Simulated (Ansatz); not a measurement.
# AlN (F-43m): a many-body input that goes wrong, and its mend

A first try at the G0W0 gap of AlN (F-43m), what the program said, and an input that works.

Main program and level: Ansatz 0.2.0; G0W0 on PBE, plane waves, PAW; PAW set soft_1.

## 1. The structure

Symmetry: F-43m, No. 216, cubic system. The conventional cell has a = 4.368 Å, b = 4.368 Å, c = 4.368 Å, α = 90.00°, β = 90.00°, γ = 90.00°. Nearest to Al lie 4 N at 1.89 Å. Nearest to N lie 4 Al at 1.89 Å. Farther neighbours and most contacts between anions are not listed.

Coordinates:

```cif
data_structure
_symmetry_space_group_name_H-M 'F-43m'
_symmetry_Int_Tables_number 216
_cell_length_a 4.3680
_cell_length_b 4.3680
_cell_length_c 4.3680
_cell_angle_alpha 90.000
_cell_angle_beta 90.000
_cell_angle_gamma 90.000
_cell_volume 83.34
loop_
_atom_site_label
_atom_site_type_symbol
_atom_site_symmetry_multiplicity
_atom_site_Wyckoff_symbol
_atom_site_fract_x
_atom_site_fract_y
_atom_site_fract_z
_atom_site_occupancy
Al1 Al 4 a 0.00000 0.00000 0.00000 1
N1 N 4 c 0.25000 0.25000 0.25000 1
```

The cell and positions are those that the Materials Project relaxed with its own functionals (PBE, PBE+U or r2SCAN), kept fixed. This is not the form that AlN usually takes at ambient conditions.

## 2. First try

input.yaml reads:

```yaml
crystal:
  lattice:
    - [0.0, 2.1839935596, 2.1839935596]
    - [2.1839935596, 0.0, 2.1839935596]
    - [2.1839935596, 2.1839935596, 0.0]
  atoms:
    - { symbol: Al, position: [0.0, 0.0, 0.0] }
    - { symbol: "N", position: [0.75, 0.75, 0.75] }
kpoints:
  mp_grid: { grid: [6, 6, 6] }
hamiltonian:
  xc: pbe
  pseudopotentials: { kind: paw, azcp: { folder: soft_1 } }
scf:
  occupations: { method: fixed }
gw:
  n_empty_bands: 33
  ecut_chi: 10
  qp_bands: [v2, c2]
  qp_kpoints: band_edges
  screening: { model: contour_deformation }
```

Command:

```sh
> ansatz run input.yaml --threads 3 --pin off --max-ram 92160MiB --backend cuda --events-out ev --progress --plain --runs-dir out --devices 1 --max-vram 13GiB
```

Numbers of over 12 decimals in the logs are rounded to 6 here.

Log:

```text
GPUs: using 1 of 1 available (devices: 1).
Engine: ansatz 0.2.0, x86_64-unknown-linux-gnu
Pseudopotentials: kind: paw
Pseudopotential: Al, paw, valence charge 3, recommended cutoff 420 eV (normal), soft_1/Al.paw.azcp
Pseudopotential: N, paw, valence charge 5, recommended cutoff 420 eV (normal), soft_1/N.paw.azcp
Functional definition: PBE
  parameter kappa = 0.804
  parameter beta = 0.066725
  exchange = pbe_x(kappa = kappa, mu = beta*pi^2/3)
  correlation = pbe_c(beta = beta)
device memory: the entry about to start is reckoned to put 0.4 GiB on a device that reports 53.8 GiB free (of which the cap on the GPU budget leaves the run 13.0 GiB)
GPU FFT provider: cuFFT
GPU libraries: cuBLAS 13.8.2, cuFFT 12.4.0, cuSOLVER 12.3.4
Crystal: 2 atoms, lattice volume = 20.835 Å³
Basis set: ecut = 420 eV, 411 PW (Γ)
Bands: 8, of which v1, the nominal top of the filled ones, is band 4 counted from 1 (3 counted from 0)
Symmetry: 24 space group operations
Space group: F-43m (ITA 216), of the structure as read, at distance tolerance 2.8e-5 Å
k-points: 16 of 216 (time reversal used)
Non-local potential: Al, projectors of the file, l = 0: 2, l = 1: 2, l = 2: 1
Non-local potential: N, projectors of the file, l = 0: 2, l = 1: 2, l = 2: 1
PAW form: soft (Blöchl's): semilocal exchange-correlation on the pseudo side does not see the compensation charge
PAW one-centre angular grid: Al, 110 points (default); XC on 64 Gauss nodes
PAW one-centre angular grid: N, 110 points (default); XC on 64 Gauss nodes
Initial density: superposition of atomic densities (chi_scale 0.1, normalization cell, long waves kept (reshape's long-wave potential 0.00 eV rms))
Initial wavefunctions: pseudopotential atomic-orbital guess
GPU buffer pool allocated for 13824 grid points (all kernels)
GPU transforms: local potential and band sums: pruned to the plane-wave sphere, on 24×24×24
Functional: x = pbe(κ = 0.804, μ = 0.219515), c = pbe(β = 0.066725)
SCF iter   1: F=—  HF=-925.658789 eV  |F-HF|=—  |Δ(HF+E_count)|=         —  Δρ=1.39e-1  dr2=4.93e0  ethr=3.10e-3  ⟨swp⟩=4.2  Hψ=839  notcnv=0  defer=4
preconditioner: auto → none  [insulator: Δε(μ)=5.460 eV  Ē_g=16.570 eV  n_scr=0 (ndim 8)  ℏωp=23.0 eV  f_vac=0.000  ε∞_Penn≈2.9]
SCF iter   2: F=—  HF=-924.424811 eV  |F-HF|=—  |Δ(HF+E_count)|=    1.23e0  Δρ=7.73e-2  dr2=7.44e-1  ethr=3.10e-3  ⟨swp⟩=2.7  Hψ=400  notcnv=0  defer=20
SCF iter   3: F=—  HF=-924.214508 eV  |F-HF|=—  |Δ(HF+E_count)|=   2.10e-1  Δρ=2.34e-2  dr2=5.69e-2  ethr=3.10e-3  ⟨swp⟩=2.6  Hψ=345  notcnv=0  defer=28
SCF iter   4: F=—  HF=-924.207733 eV  |F-HF|=—  |Δ(HF+E_count)|=   6.78e-3  Δρ=1.45e-3  dr2=2.17e-4  ethr=7.12e-4  ⟨swp⟩=2.0  Hψ=162  notcnv=0  defer=30
SCF iter   5: F=—  HF=-924.207665 eV  |F-HF|=—  |Δ(HF+E_count)|=   6.75e-5  Δρ=4.29e-4  dr2=1.02e-5  ethr=2.72e-6  ⟨swp⟩=2.7  Hψ=210  notcnv=0  defer=30
SCF iter   6: F=—  HF=-924.207667 eV  |F-HF|=—  |Δ(HF+E_count)|=   1.61e-6  Δρ=3.58e-5  dr2=1.60e-7  ethr=1.27e-7  ⟨swp⟩=2.1  Hψ=189  notcnv=0
SCF iter   7: F=-924.207667 eV  HF=-924.207667 eV  |F-HF|=3.73e-9  |Δ(HF+E_count)|=   5.43e-8  Δρ=4.88e-6  dr2=3.02e-9  ethr=1.25e-9  ⟨swp⟩=3.9  Hψ=575  notcnv=0
SCF 1 converged in 7 iterations: F = -924.207667 eV  dr2 = 3.02e-9
[...]
device memory: the entry about to start is reckoned to put 0.4 GiB on a device that reports 53.2 GiB free (of which the cap on the GPU budget leaves the run 13.0 GiB)
NSCF: frozen V_eff on 16 k-points, pencils in batches of 32, up to order 32
[...]
device memory: the entry about to start is reckoned to put 0.9 GiB on a device that reports 55.9 GiB free (of which the cap on the GPU budget leaves the run 13.0 GiB)
NSCF: frozen V_eff on 16 k-points
G₀W₀ screening: q 1/16
[... further progress lines ...]
device memory: the entry about to start is reckoned to put 0.3 GiB on a device that reports 54.6 GiB free (of which the cap on the GPU budget leaves the run 13.0 GiB)
NSCF: frozen V_eff on 1 k-points
device memory: the entry about to start is reckoned to put 0.3 GiB on a device that reports 55.6 GiB free (of which the cap on the GPU budget leaves the run 13.0 GiB)
NSCF: frozen V_eff on 1 k-points
SCF converged after 7 iterations
Free energy (F): -924.207667 eV
Harris-Foulkes:  -924.207667 eV  (|F-HF|=3.73e-9)
Internal energy: -924.207667 eV  (E = F + TS)
E sigma→0 (E₀):  -924.207667 eV
Fermi energy:    6.965493 eV
--- Per-component energies (eV) ---
  E_band       = 15.356268
  E_kinetic    = 156.741246
  E_local      = -209.142472  (includes V_loc(G=0)·N_el)
  E_nonlocal   = 44.656391
  E_hartree    = 77.121741
  E_xc         = -99.069739
  E_vxc        = -107.006535  (∫ρ·V_xc dr)
  E_paw        = -597.912116  (= ΣΔE_a)
  E_vpaw       = -24.136877  (= ΣTr[D̂ρ^β])
  E_aug_tail   = 0.000837  (compensation charges beyond the density's cutoff)
  E_ewald      = -296.603555
  E_smearing   = -0.000000  (= −TS)
  E_closure    = 0.000000  (closes the sum)
  Σ components = -924.207667   (vs F -924.207667, Δ=0.00e0)
--- Band table (eV; the first three rows and the last of 16) ---
  k-point 0: bands = ["-7.9981", "6.9655", "6.9655", "6.9655", "11.1514", "19.5431", "19.5431", "19.5431"]
  k-point 1: bands = ["-7.6016", "5.1152", "6.8345", "6.8345", "12.5774", "18.6294", "19.7025", "19.7025"]
  k-point 2: bands = ["-6.6187", "2.4255", "6.5971", "6.5971", "13.9750", "17.3721", "18.6938", "18.6938"]
  k-point 15: bands = ["-5.2817", "2.6615", "4.1949", "4.4753", "12.2125", "17.2783", "19.9470", "19.9915"]
--- G₀W₀: contour deformation, 6 samples at zero and on the imaginary axis and 3 off it, 216 q-points, 33 empty bands' worth ---
  eigenvalues of the whole cell's RPA ε∞ on this k-mesh (on a slab, of 1 + 4πα/V) = 4.8286, 4.8286, 4.8286; static W/v taken at q = 0 is 0.207098
  bands read: the sum over 37 bands ends inside a degenerate multiplet in 3 slots, whose members it reads at an even weight; the widest, k=1: bands 37 to 38 (counted from 1) at 1/2 each
  gw.qp_kpoints: band_edges: 9 of 16 stored k-points solved, in 1 pass; an edge of the gap read off the rows below is read off those points alone
    valence top: of the k-points left out ik 4 came nearest to being solved in a further pass, in band 3 (counted from 1, as in the quasiparticle table): it holds the edge there only if its correction is more favourable than any solved in that band by at least 0.515 eV; those differ by 0.238 eV
    conduction bottom: of the k-points left out ik 15 came nearest to being solved in a further pass, in band 5 (counted from 1, as in the quasiparticle table): it holds the edge there only if its correction is more favourable than any solved in that band by at least 1.924 eV; those differ by 0.530 eV
    ik  band        ε_KS         Σx   Σc(E_QP)       V_xc       Z   E_QP_lin       E_QP  E_QP is
     0     3      6.9655   -21.7299     3.3148   -17.6767  0.8383     6.2223     6.2270  root
     0     4      6.9655   -21.7299     3.3148   -17.6767  0.8383     6.2223     6.2270  root
     0     5     11.1514    -9.8106    -3.3974   -14.4660  0.8491    12.4211    12.4094  root
     0     6     19.5431    -6.5416    -4.4231   -12.7903  0.8275    21.4023    21.3686  root
     1     3      6.8345   -21.7241     3.3473   -17.6174  0.8374     6.0701     6.0751  root
     1     4      6.8345   -21.7241     3.3473   -17.6174  0.8374     6.0701     6.0751  root
     1     5     12.5774   -10.1092    -3.5378   -15.0503  0.8434    13.9973    13.9807  root
     1     6     18.6294    -6.9105    -4.4129   -13.1362  0.8246    20.4705    20.4421  root
     2     3      6.5971   -21.7382     3.4042   -17.5330  0.8359     5.7903     5.7961  root
     2     4      6.5971   -21.7382     3.4042   -17.5330  0.8359     5.7903     5.7961  root
     2     5     13.9750    -8.6910    -3.8704   -14.0827  0.8406    15.5184    15.4963  root
     2     6     17.3721    -7.4617    -4.6450   -13.8471  0.8085    19.1559    19.1126  root
     3     3      6.4887   -21.7525     3.4261   -17.5043  0.8353     5.6604     5.6666  root
     3     4      6.4887   -21.7525     3.4261   -17.5043  0.8353     5.6604     5.6666  root
[...]
10     6     16.6026    -6.6859    -4.0010   -12.2505  0.8412    18.1909    18.1662  root
    12     3      5.1996   -21.2109     3.7083   -16.5476  0.8251     4.2346     4.2446  root
    12     4      5.1996   -21.2109     3.7083   -16.5476  0.8251     4.2346     4.2446  root
    12     5     10.2882    -5.8665    -3.2686   -10.1533  0.8522    11.3134    11.3064  root
    12     6     15.5843    -6.0620    -3.8173   -11.3011  0.8492    17.0235    17.0061  root
```

Wall time 10 s (1 × NVIDIA H100 80GB HBM3 (shared by 6 runs) with 3 threads of AMD EPYC 7R13 (Zen 3), shared host); peak memory 0.97 GiB; 6.8 s of CPU time.

Q: What is the fault?

The run ended normally, though the input holds a fault or crude settings.

The fault: screening cutoff of 10 eV. Nearly all local fields and short-range correlation are left out.

It printed a gap of 5.08 eV, which is an artefact of the settings.

## 3. A better input

G0W0 replaces the xc potential by the self-energy, built once from these orbitals. Only a window of levels is corrected, while the sums run over the empty bands that the input names. This step takes PAW set soft_1 files.

input.yaml, as its differences from that of step 2:

```diff
@@ -16,4 +16,4 @@
 gw:
-  n_empty_bands: 33
-  ecut_chi: 10
+  n_empty_bands: 62
+  ecut_chi: 120
   qp_bands: [v2, c2]
```

Log:

```text
GPUs: using 1 of 1 available (devices: 1).
[...]
GPU FFT provider: cuFFT
GPU libraries: cuBLAS 13.8.2, cuFFT 12.4.0, cuSOLVER 12.3.4
Crystal: 2 atoms, lattice volume = 20.835 Å³
Basis set: ecut = 420 eV, 411 PW (Γ)
Bands: 8, of which v1, the nominal top of the filled ones, is band 4 counted from 1 (3 counted from 0)
[... 1 set-up line as in the run before ...]
[...]
k-points: 16 of 216 (time reversal used)
[...]
GPU buffer pool allocated for 13824 grid points (all kernels)
[...]
SCF iter   1: F=—  HF=-925.658789 eV  |F-HF|=—  |Δ(HF+E_count)|=         —  Δρ=1.39e-1  dr2=4.93e0  ethr=3.10e-3  ⟨swp⟩=4.2  Hψ=839  notcnv=0  defer=4
[...]
SCF iter   7: F=-924.207667 eV  HF=-924.207667 eV  |F-HF|=3.73e-9  |Δ(HF+E_count)|=   5.43e-8  Δρ=4.88e-6  dr2=3.02e-9  ethr=1.25e-9  ⟨swp⟩=3.9  Hψ=575  notcnv=0
SCF 1 converged in 7 iterations: F = -924.207667 eV  dr2 = 3.02e-9
[...]
0     3      6.9655   -21.7299     3.2496   -17.6767  0.7796     6.1555     6.1619  root
     0     4      6.9655   -21.7299     3.2496   -17.6767  0.7796     6.1555     6.1619  root
     0     5     11.1514    -9.8106    -3.8722   -14.4660  0.8142    11.9389    11.9346  root
     0     6     19.5431    -6.5416    -5.2268   -12.7903  0.8051    20.5746    20.5650  root
     1     3      6.8345   -21.7241     3.2848   -17.6174  0.7789     6.0059     6.0126  root
     1     4      6.8345   -21.7241     3.2848   -17.6174  0.7789     6.0059     6.0126  root
     1     5     12.5774   -10.1092    -4.0555   -15.0503  0.8053    13.4694    13.4630  root
     1     6     18.6294    -6.9105    -5.2215   -13.1362  0.7964    19.6450    19.6336  root
[...]
12     3      5.1996   -21.2109     3.6389   -16.5476  0.7700     4.1617     4.1752  root
    12     4      5.1996   -21.2109     3.6389   -16.5476  0.7700     4.1617     4.1752  root
    12     5     10.2882    -5.8665    -3.8334   -10.1533  0.8306    10.7430    10.7416  root
    12     6     15.5843    -6.0620    -4.4641   -11.3011  0.8318    16.3643    16.3593  root
[key lines of the parts left out:]
SCF converged after 7 iterations
Free energy (F): -924.207667 eV
Fermi energy:    6.965493 eV
```

It took 13 s on 1 × NVIDIA H100 80GB HBM3 (shared by 6 runs) with 3 threads; peak memory 0.97 GiB.

This step gave:

- bands summed: 66
- RPA ε∞ on this mesh (eigenvalues): 4.407, 4.407, 4.407
- plane waves in the screening matrix: 59
- q-points in the mesh: 216
- G0W0 gap on the mesh: 4.580 eV
- k of the valence top: 0, 0, 0
- k of the conduction bottom: 0, -0.5, -0.5
- starting gap on the mesh: 3.323 eV
- Z at the valence top: 0.7796
- Z at the conduction bottom: 0.8306
- least direct G0W0 gap on the computed points: 5.773 eV

The gap on the mesh goes from 3.32 eV to 4.58 eV, a correction of +1.26 eV. Between the two edge states, bare exchange in place of the xc potential would open the gap by 8.34 eV, and correlation takes back 7.08 eV.

## 4. Summary of results

```
first try  : converged after 10 s
better run : G0W0 gap on the mesh 4.58 eV (6×6×6 mesh, 62 empty bands, screening to 120 eV, PAW set soft_1 files)
```

In words: The second run differs in: empty bands and screening cutoff (eV). Bands and cutoff are finite, so the gap is not at the basis limit. The miss can reach some tenths of an eV and take either sign; the mesh is an error of its own.

[Paths, hosts, dates, memory and timing lines, banners, echoed tables and standing remarks are left out of the program output.]

[Logs are printed without paths, hosts, clocks, repeated set-up lines and the standing remarks that a program may print on its own settings, such as how far it seeks lower states.]

[Runs of the session that timed out or met a known fault of the program may be left out.]

[Cells called generated may have been cut or substituted from an entry of the Crystallography Open Database or the Materials Project.]

[Hosts, paths, dates, database ids (printed as entryN), source tags and the programs' standing remarks are cut or masked in the printed files.]
